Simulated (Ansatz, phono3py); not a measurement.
# Scattering channels in GaAs (F-43m), one at a time, part 4 of 5

Wanted: the sensitivity of κ of GaAs to the choices of the transport step.

Experimental results on record:
- thermal conductivity 45 W/m/K near room temperature (given in “Combining the AFLOW GIBBS and Elastic Libraries to efficiently and robustly screen thermo-mechanical properties of solids”, 2017, arXiv:1611.05714)

Ansatz 0.2.0 and phono3py 4.10.0; DFT LDA, scalar-relativistic, plane waves, PAW; PAW set soft_1 (the session's first sound run).

So far, κ at 300 K (W/m/K): step 3 (relaxation-time solution) 42.1; step 16 (solver LBTE) 44.1; step 17 (solver RTA with coherences (SMM19)) 42.3; step 18 (delta function Gaussian, sigma 0.2 THz) 40.0; step 19 (delta function Gaussian, sigma 1 THz) 34.7.

### Step 20. Two-phonon phase space, third order supercell 3×3×3, supercell 6×6×6

Level of this step: DFT LDA, scalar-relativistic, plane waves, PAW; PAW set soft_1; phono3py on Ansatz's force constants (phono3py).

The two-phonon density of states counts the channels open to a mode, without matrix elements.

File phono3py.yaml:

```yaml
phono3py:
  version: "4.10.0"
  frequency_unit_conversion_factor: 15.633302
  symmetry_tolerance: 1.00000e-05

physical_unit:
  atomic_mass: "AMU"
  length: "angstrom"

space_group:
  type: "F-43m"
  number: 216
  Hall_symbol: "F -4 2 3"

primitive_matrix:
- [  1.000000000000000,  0.000000000000000,  0.000000000000000 ]
- [  0.000000000000000,  1.000000000000000,  0.000000000000000 ]
- [  0.000000000000000,  0.000000000000000,  1.000000000000000 ]

supercell_matrix:
- [   3,   0,   0 ]
- [   0,   3,   0 ]
- [   0,   0,   3 ]

# [primitive_cell block left out]
unit_cell:
  lattice:
  - [     0.000000000000000,     2.801562824400000,     2.801562824400000 ] # a
  - [     2.801562824400000,     0.000000000000000,     2.801562824400000 ] # b
  - [     2.801562824400000,     2.801562824400000,     0.000000000000000 ] # c
  points:
  - symbol: Ga # 1
    coordinates: [  0.000000000000000,  0.000000000000000,  0.000000000000000 ]
    mass: 69.723000
    reduced_to: 1
  - symbol: As # 2
    coordinates: [  0.250000000000000,  0.250000000000000,  0.250000000000000 ]
    mass: 74.921595
    reduced_to: 2

# [supercell block left out]
phonon_supercell_matrix:
- [   6,   0,   0 ]
- [   0,   6,   0 ]
- [   0,   0,   6 ]

# [phonon_primitive_cell block left out]
# [phonon_supercell block left out]
nac:
  born_effective_charge:
  - # 1 (Ga)
    - [  2.060245985127337,  0.000000000000000,  0.000000000000000 ]
    - [  0.000000000000000,  2.060245985127337,  0.000000000000000 ]
    - [  0.000000000000000,  0.000000000000000,  2.060245985127337 ]
  - # 2 (As)
    - [ -2.060245985127337,  0.000000000000000,  0.000000000000000 ]
    - [  0.000000000000000, -2.060245985127337,  0.000000000000000 ]
    - [  0.000000000000000,  0.000000000000000, -2.060245985127337 ]
  dielectric_constant:
    - [ 13.968495729866419,  0.000000000000000,  0.000000000000000 ]
    - [  0.000000000000000, 13.968495729866415,  0.000000000000000 ]
    - [  0.000000000000000,  0.000000000000000, 13.968495729866415 ]
  unit_conversion_factor: 14.399645
```

Started as:

```console
phono3py phono3py.yaml --mesh 23 23 23 --jdos --gp 0 --num-freq-points 80
```

Output:

```text
[banner, memory and clock lines left out]
Rust backend (phonors) using rayon (8 threads).
Running in phono3py.load mode.
Spglib version 2.8.0
----------------------------- General settings -----------------------------
Run mode: jdos
HDF5 data compression filter: gzip
Crystal structure was read from "phono3py.yaml".
Supercell (dim): [3 3 3]
Phonon supercell (dim-fc2): [6 6 6]
Primitive matrix:
  [1. 0. 0.]
  [0. 1. 0.]
  [0. 0. 1.]
Spacegroup: F-43m (216)
Use -v option to watch primitive cell, unit cell, and supercell structures.
NAC parameters were read from "phono3py.yaml".
fc3 was read from "fc3.hdf5".
fc2 was read from "fc2.hdf5".
----------------------------- Force constants ------------------------------
Max drift of fc3: -0.00000500 (xzy) -0.00000500 (xzy) -0.00000500 (xyz)
Max drift of fc2: -0.00003600 (yy) -0.00003600 (yy)
--------------------------- Calculation settings ---------------------------
Non-analytical term correction (NAC): True
NAC unit conversion factor:  14.39964
BZ integration: Tetrahedron-method
Cutoff frequency: 0.01
Number of frequency sampling points: 80
Mesh sampling: [ 23 23 23 ]
Generating grid system ... [ 23 23 23 ]
  PRB 50, 13035(R) (1994), PRB 55, 10355 (1997)
  G-cutoff distance: 1.18, Number of G-points: 307, Lambda: 0.46
--------------------------------- Joint DOS ---------------------------------
Running harmonic phonon calculations...
======================= Grid point 0 (1/1) =======================
q-point: ( 0.00  0.00  0.00)
Number of triplets: 364
Frequency
  -0.010
  -0.010
  -0.010
   8.058
   8.058
   8.058
Tetrahedron method is used.
Calculations at 80 frequency points are divided into 8 batches.
1/8: [ 1  2  3  4  5  6  7  8  9 10]
2/8: [11 12 13 14 15 16 17 18 19 20]
3/8: [21 22 23 24 25 26 27 28 29 30]
4/8: [31 32 33 34 35 36 37 38 39 40]
5/8: [41 42 43 44 45 46 47 48 49 50]
6/8: [51 52 53 54 55 56 57 58 59 60]
7/8: [61 62 63 64 65 66 67 68 69 70]
8/8: [71 72 73 74 75 76 77 78 79 80]
JDOS is written into "jdos-m232323-g0.dat".
```

Elapsed: 1.4 s, on 8 threads of Intel Xeon 6975P-C (Granite Rapids), shared host; peak memory 0.11 GiB.

Table of joint density of states at Gamma by frequency; read off at these points:

| frequency (THz) | absorption class (1/THz) | decay class (1/THz) |
| --- | --- | --- |
| 0.00 | 0 | 0 |
| 0.44 | 9.49 | 0.00226 |
| 0.87 | 4.74 | 0.0120 |
| 1.31 | 3.29 | 0.0318 |
| 1.96 | 3.38 | 0.0796 |
| 2.40 | 5.21 | 0.132 |
| 2.83 | 3.96 | 0.218 |
| 3.27 | 3.36 | 0.395 |
| 3.70 | 2.51 | 0.930 |
| 4.14 | 2.35 | 1.18 |
| 4.58 | 3.69 | 2.45 |
| 5.01 | 5.91 | 1.85 |
| 5.23 | 7.17 | 1.88 |
| 5.66 | 5.8 | 1.72 |
| 6.10 | 3.32 | 1.06 |
| 6.54 | 1.12 | 1.04 |
| 6.97 | 0.518 | 0.867 |
| 7.41 | 0.215 | 1.29 |
| 7.84 | 0.0651 | 1.69 |
| 8.28 | 0 | 1.67 |
| 8.93 | 0 | 2.30 |
| 9.37 | 0 | 4.49 |
| 9.80 | 0 | 9.94 |
| 10.24 | 0 | 7.34 |
| 10.68 | 0 | 4.63 |
| 11.11 | 0 | 2.50 |
| 11.55 | 0 | 1.02 |
| 12.20 | 0 | 3.25 |
| 12.64 | 0 | 2.24 |
| 13.07 | 0 | 3.37 |
| 13.51 | 0 | 3.09 |
| 13.94 | 0 | 1.52 |
| 14.38 | 0 | 2.21 |
| 14.81 | 0 | 3.11 |
| 15.25 | 0 | 7.09 |
| 15.90 | 0 | 3.76 |
| 16.34 | 0 | 0.898 |
| 16.78 | 0 | 0.144 |
| 17.21 | 0 | 0 |

Distinct peaks of the joint density of states at Gamma (absorption class) stand at 0.44, 2.40 and 5.23 THz; the one at 0.44 THz is strongest.

### Step 21. Without the dipole term, third order supercell 3×3×3, supercell 6×6×6

Dropping the dipole term tests how much its part of the interpolation matters for κ.

phono3py.yaml is that of step 20.

Started as:

```console
phono3py phono3py.yaml --mesh 19 19 19 --br --isotope --nonac --ts 100 300 600
```

Output:

```text
Rust backend (phonors) using rayon (8 threads).
Running in phono3py.load mode.
Spglib version 2.8.0
----------------------------- General settings -----------------------------
Run mode: conductivity-RTA
HDF5 data compression filter: gzip
Crystal structure was read from "phono3py.yaml".
Supercell (dim): [3 3 3]
Phonon supercell (dim-fc2): [6 6 6]
Primitive matrix:
  [1. 0. 0.]
  [0. 1. 0.]
  [0. 0. 1.]
Spacegroup: F-43m (216)
Use -v option to watch primitive cell, unit cell, and supercell structures.
fc3 was read from "fc3.hdf5".
fc2 was read from "fc2.hdf5".
----------------------------- Force constants ------------------------------
Max drift of fc3: -0.00000500 (xzy) -0.00000500 (xzy) -0.00000500 (xyz)
Max drift of fc2: -0.00003600 (yy) -0.00003600 (yy)
--------------------------- Calculation settings ---------------------------
BZ integration: Tetrahedron-method
Temperature:  100.0  300.0  600.0
Cutoff frequency: 0.01
Mesh sampling: [ 19 19 19 ]
Generating grid system ... [ 19 19 19 ]
fc3-r2q-transformation over three atoms: True
--------------------------- Phonon calculations ----------------------------
Running harmonic phonon calculations...
-------------------- Lattice thermal conductivity (RTA) --------------------
Running heat capacity calculations...
Running velocity calculations...
Running isotope scattering calculations with tetrahedron method...
======================= Grid point 0 (1/220) =======================
q-point: ( 0.00  0.00  0.00)
Boundary mean free path (millimeter): 1000.000
Mass variance parameters: 1.97e-04 0.00e+00
Number of triplets: 220
Frequency     group velocity (x, y, z)     |gv|
  -0.010   (   0.000    0.000    0.000)    0.000
  -0.010   (   0.000    0.000    0.000)    0.000
  -0.010   (   0.000    0.000    0.000)    0.000
   8.058   (  -0.000    0.000    0.000)    0.000
   8.058   (  -0.000    0.000    0.000)    0.000
   8.058   (  -0.000    0.000   -0.000)    0.000
======================= Grid point 1 (2/220) =======================
q-point: ( 0.05  0.00  0.00)
Boundary mean free path (millimeter): 1000.000
Mass variance parameters: 1.97e-04 0.00e+00
Number of triplets: 670
Frequency     group velocity (x, y, z)     |gv|
   0.416   ( -14.451   14.451   14.451)   25.030
   0.416   ( -14.451   14.451   14.451)   25.030
   0.859   ( -30.350   30.350   30.350)   52.568
   8.044   (   0.968   -0.968   -0.968)    1.677
   8.044   (   0.968   -0.968   -0.968)    1.677
   8.135   (  -5.018    5.018    5.018)    8.692
[217 grid points left out]
======================= Grid point 1647 (220/220) =======================
q-point: (-0.26  0.47  0.21)
Boundary mean free path (millimeter): 1000.000
Mass variance parameters: 1.97e-04 0.00e+00
Number of triplets: 1810
Frequency     group velocity (x, y, z)     |gv|
   2.875   (   4.739    2.670   -0.000)    5.439
   3.242   (  -1.582    2.121   -0.000)    2.646
   5.855   (   7.539   -4.533   -0.000)    8.797
   6.138   (  -8.115   -0.548    0.000)    8.134
   7.618   (  -0.017   -0.035    0.000)    0.039
   7.967   (  -0.614    0.664   -0.000)    0.904
=================== End of collection of collisions ===================
----------- Thermal conductivity (W/m-k) with tetrahedron method -----------
#  T(K)        xx         yy         zz         yz         xz         xy
  100.0     175.259    175.259    175.259     -0.000     -0.000      0.000
  300.0      42.606     42.606     42.606     -0.000     -0.000      0.000
  600.0      20.793     20.793     20.793     -0.000     -0.000      0.000

Thermal conductivity related properties were written into
"kappa-m191919.hdf5".
Summary of calculation was written in "phono3py.yaml".
```

Elapsed: 17 s, on 8 threads; peak memory 0.1 GiB; 1.9 min of CPU time.

Numbers from this step:

| Item | Value |
| --- | --- |
| κ at 300 K | 42.61 W/m/K |
| κ xx, yy, zz at 300 K | 42.61, 42.61, 42.61 W/m/K |

W/m/K. Kappa, by row:

| T (K) | xx | yy | zz | yz | xz | xy |
| --- | --- | --- | --- | --- | --- | --- |
| 100 | 175.3 | 175.3 | 175.3 | 0 | 0 | 0 |
| 300 | 42.61 | 42.61 | 42.61 | 0 | 0 | 0 |
| 600 | 20.79 | 20.79 | 20.79 | 0 | 0 | 0 |

κ at 300 K goes from 42.1 to 42.6 W/(m K). Only the interpolation between the solved wavevectors changes, and the fewer these are, the more it matters.

### Step 22. A changed mass, third order supercell 3×3×3, supercell 6×6×6

Changing one mass at fixed force constants separates the effect of mass from that of bonding.

phono3py.yaml is that of step 21.

Started as:

```console
phono3py phono3py.yaml --mesh 19 19 19 --br --mass 69.723 37.461 --ts 100 300 600
```

Output:

```text
[banner, memory and clock lines left out]
Rust backend (phonors) using rayon (8 threads).
Running in phono3py.load mode.
Spglib version 2.8.0
----------------------------- General settings -----------------------------
Run mode: conductivity-RTA
HDF5 data compression filter: gzip
Crystal structure was read from "phono3py.yaml".
Supercell (dim): [3 3 3]
Phonon supercell (dim-fc2): [6 6 6]
Primitive matrix:
  [1. 0. 0.]
  [0. 1. 0.]
  [0. 0. 1.]
Spacegroup: F-43m (216)
Use -v option to watch primitive cell, unit cell, and supercell structures.
NAC parameters were read from "phono3py.yaml".
fc3 was read from "fc3.hdf5".
fc2 was read from "fc2.hdf5".
----------------------------- Force constants ------------------------------
Max drift of fc3: -0.00000500 (xzy) -0.00000500 (xzy) -0.00000500 (xyz)
Max drift of fc2: -0.00003600 (yy) -0.00003600 (yy)
--------------------------- Calculation settings ---------------------------
Non-analytical term correction (NAC): True
NAC unit conversion factor:  14.39964
BZ integration: Tetrahedron-method
Temperature:  100.0  300.0  600.0
Cutoff frequency: 0.01
Mesh sampling: [ 19 19 19 ]
Generating grid system ... [ 19 19 19 ]
fc3-r2q-transformation over three atoms: True
--------------------------- Phonon calculations ----------------------------
  PRB 50, 13035(R) (1994), PRB 55, 10355 (1997)
  G-cutoff distance: 1.18, Number of G-points: 307, Lambda: 0.46
Running harmonic phonon calculations...
-------------------- Lattice thermal conductivity (RTA) --------------------
Running heat capacity calculations...
Running velocity calculations...
======================= Grid point 0 (1/220) =======================
q-point: ( 0.00  0.00  0.00)
Boundary mean free path (millimeter): 1000.000
Number of triplets: 220
Frequency     group velocity (x, y, z)     |gv|
  -0.011   (   0.000    0.000    0.000)    0.000
  -0.011   (   0.000    0.000    0.000)    0.000
  -0.011   (   0.000    0.000    0.000)    0.000
   9.810   (   0.000    0.000    0.000)    0.000
   9.810   (  -0.000    0.000    0.000)    0.000
   9.810   (  -0.000    0.000    0.000)    0.000
======================= Grid point 1 (2/220) =======================
q-point: ( 0.05  0.00  0.00)
Boundary mean free path (millimeter): 1000.000
Number of triplets: 670
Frequency     group velocity (x, y, z)     |gv|
   0.482   ( -16.727   16.727   16.727)   28.972
   0.482   ( -16.727   16.727   16.727)   28.972
   1.009   ( -35.461   35.461   35.461)   61.421
   9.798   (   0.813   -0.813   -0.813)    1.408
   9.798   (   0.813   -0.813   -0.813)    1.408
  10.419   (   0.736   -0.736   -0.736)    1.275
[217 grid points left out]
======================= Grid point 1647 (220/220) =======================
q-point: (-0.26  0.47  0.21)
Boundary mean free path (millimeter): 1000.000
Number of triplets: 1810
Frequency     group velocity (x, y, z)     |gv|
   3.161   (   4.043    2.404   -0.000)    4.703
   3.648   (  -0.847    2.736   -0.000)    2.865
   6.088   (   1.545   -3.744    0.000)    4.050
   8.352   (  -2.421   -1.691    0.000)    2.953
   9.570   (   0.415    0.046   -0.000)    0.418
  10.270   (   0.115    0.983   -0.000)    0.990
=================== End of collection of collisions ===================
----------- Thermal conductivity (W/m-k) with tetrahedron method -----------
#  T(K)        xx         yy         zz         yz         xz         xy
  100.0     508.509    508.509    508.509     -0.000     -0.000      0.000
  300.0      94.266     94.266     94.266     -0.000     -0.000      0.000
  600.0      44.167     44.167     44.167     -0.000     -0.000      0.000

Thermal conductivity related properties were written into
"kappa-m191919.hdf5".
Summary of calculation was written in "phono3py.yaml".
```

Elapsed: 14 s, on 8 threads; peak memory 0.1 GiB; 1.7 min of CPU time.

This step gave:

| Item | Value |
| --- | --- |
| κ at 300 K | 94.27 W/m/K |
| κ xx, yy, zz at 300 K | 94.27, 94.27, 94.27 W/m/K |

W/m/K. Kappa, by row:

| T (K) | xx | yy | zz | yz | xz | xy |
| --- | --- | --- | --- | --- | --- | --- |
| 100 | 508.5 | 508.5 | 508.5 | 0 | 0 | 0 |
| 300 | 94.27 | 94.27 | 94.27 | 0 | 0 | 0 |
| 600 | 44.17 | 44.17 | 44.17 | 0 | 0 | 0 |

Without isotope scattering in either run, κ at 300 K goes from 43.3 to 94.3 W/(m K).

### Step 23. Mass disorder, third order supercell 3×3×3, supercell 6×6×6

A typed mass variance takes the place of the natural one on the sites of one element, as a model of more or less disorder.

phono3py.yaml is that of step 22.

Started as:

```console
phono3py phono3py.yaml --mesh 19 19 19 --br --isotope --mv 0.03 0 --ts 100 150 200 300 400 500 600 800
```

Output:

```text
[banner, memory and clock lines left out]
Rust backend (phonors) using rayon (8 threads).
Running in phono3py.load mode.
Spglib version 2.8.0
----------------------------- General settings -----------------------------
Run mode: conductivity-RTA
HDF5 data compression filter: gzip
Crystal structure was read from "phono3py.yaml".
Supercell (dim): [3 3 3]
Phonon supercell (dim-fc2): [6 6 6]
Primitive matrix:
  [1. 0. 0.]
  [0. 1. 0.]
  [0. 0. 1.]
Spacegroup: F-43m (216)
Use -v option to watch primitive cell, unit cell, and supercell structures.
NAC parameters were read from "phono3py.yaml".
fc3 was read from "fc3.hdf5".
fc2 was read from "fc2.hdf5".
----------------------------- Force constants ------------------------------
Max drift of fc3: -0.00000500 (xzy) -0.00000500 (xzy) -0.00000500 (xyz)
Max drift of fc2: -0.00003600 (yy) -0.00003600 (yy)
--------------------------- Calculation settings ---------------------------
Non-analytical term correction (NAC): True
NAC unit conversion factor:  14.39964
BZ integration: Tetrahedron-method
Temperature:  100.0  150.0  200.0  300.0  400.0 ... 800.0
Cutoff frequency: 0.01
Mesh sampling: [ 19 19 19 ]
Generating grid system ... [ 19 19 19 ]
fc3-r2q-transformation over three atoms: True
--------------------------- Phonon calculations ----------------------------
  PRB 50, 13035(R) (1994), PRB 55, 10355 (1997)
  G-cutoff distance: 1.18, Number of G-points: 307, Lambda: 0.46
Running harmonic phonon calculations...
-------------------- Lattice thermal conductivity (RTA) --------------------
Running heat capacity calculations...
Running velocity calculations...
Running isotope scattering calculations with tetrahedron method...
======================= Grid point 0 (1/220) =======================
q-point: ( 0.00  0.00  0.00)
Boundary mean free path (millimeter): 1000.000
Mass variance parameters: 3.00e-02 0.00e+00
Number of triplets: 220
Frequency     group velocity (x, y, z)     |gv|
  -0.010   (   0.000    0.000    0.000)    0.000
  -0.010   (   0.000    0.000    0.000)    0.000
  -0.010   (   0.000    0.000    0.000)    0.000
   8.058   (   0.000    0.000    0.000)    0.000
   8.058   (   0.000    0.000   -0.000)    0.000
   8.058   (   0.000    0.000   -0.000)    0.000
======================= Grid point 1 (2/220) =======================
q-point: ( 0.05  0.00  0.00)
Boundary mean free path (millimeter): 1000.000
Mass variance parameters: 3.00e-02 0.00e+00
Number of triplets: 670
Frequency     group velocity (x, y, z)     |gv|
   0.415   ( -14.428   14.428   14.428)   24.989
   0.415   ( -14.428   14.428   14.428)   24.989
   0.869   ( -30.576   30.576   30.576)   52.960
   8.043   (   1.037   -1.037   -1.037)    1.797
   8.043   (   1.037   -1.037   -1.037)    1.797
   8.554   (   0.940   -0.940   -0.940)    1.628
[217 grid points left out]
======================= Grid point 1647 (220/220) =======================
q-point: (-0.26  0.47  0.21)
Boundary mean free path (millimeter): 1000.000
Mass variance parameters: 3.00e-02 0.00e+00
Number of triplets: 1810
Frequency     group velocity (x, y, z)     |gv|
   2.876   (   4.995    2.717   -0.000)    5.686
   3.247   (  -1.781    2.057   -0.000)    2.720
   5.857   (   7.537   -4.491   -0.000)    8.773
   6.140   (  -8.138   -0.545    0.000)    8.156
   7.616   (  -0.022   -0.067    0.000)    0.071
   7.965   (  -0.652    0.637    0.000)    0.911
=================== End of collection of collisions ===================
----------- Thermal conductivity (W/m-k) with tetrahedron method -----------
#  T(K)        xx         yy         zz         yz         xz         xy
  100.0      33.857     33.857     33.857     -0.000     -0.000      0.000
  150.0      25.648     25.648     25.648     -0.000     -0.000      0.000
  200.0      21.249     21.249     21.249     -0.000     -0.000      0.000
  300.0      16.397     16.397     16.397     -0.000      0.000      0.000
  400.0      13.631     13.631     13.631     -0.000      0.000      0.000
  500.0      11.781     11.781     11.781     -0.000      0.000      0.000
  600.0      10.434     10.434     10.434     -0.000      0.000      0.000
  800.0       8.572      8.572      8.572     -0.000      0.000      0.000

Thermal conductivity related properties were written into
"kappa-m191919.hdf5".
Summary of calculation was written in "phono3py.yaml".
```

Elapsed: 17 s, on 8 threads; peak memory 0.1 GiB; 2 min of CPU time.

This step gave:

```
κ at 300 K            : 16.4 W/m/K
κ xx, yy, zz at 300 K : 16.4, 16.4, 16.4 W/m/K
```

W/m/K. Kappa, by row:

| T (K) | xx | yy | zz | yz | xz | xy |
| --- | --- | --- | --- | --- | --- | --- |
| 100 | 33.86 | 33.86 | 33.86 | 0 | 0 | 0 |
| 150 | 25.65 | 25.65 | 25.65 | 0 | 0 | 0 |
| 200 | 21.25 | 21.25 | 21.25 | 0 | 0 | 0 |
| 300 | 16.4 | 16.4 | 16.4 | 0 | 0 | 0 |
| 400 | 13.63 | 13.63 | 13.63 | 0 | 0 | 0 |
| 500 | 11.78 | 11.78 | 11.78 | 0 | 0 | 0 |
| 600 | 10.43 | 10.43 | 10.43 | 0 | 0 | 0 |
| 800 | 8.572 | 8.572 | 8.572 | 0 | 0 | 0 |

κ at 300 K goes from 42.1 in the base run to 16.4 W/(m K).

[end of part 4 of 5]

[Logs are printed without paths, hosts, clocks, repeated set-up lines and the standing remarks that a program may print on its own settings, such as how far it seeks lower states.]

[Hosts, paths, dates, database ids (printed as entryN), source tags and the programs' standing remarks are cut or masked in the printed files.]

[A step with changed settings may run another functional than the one named; its input shows which.]
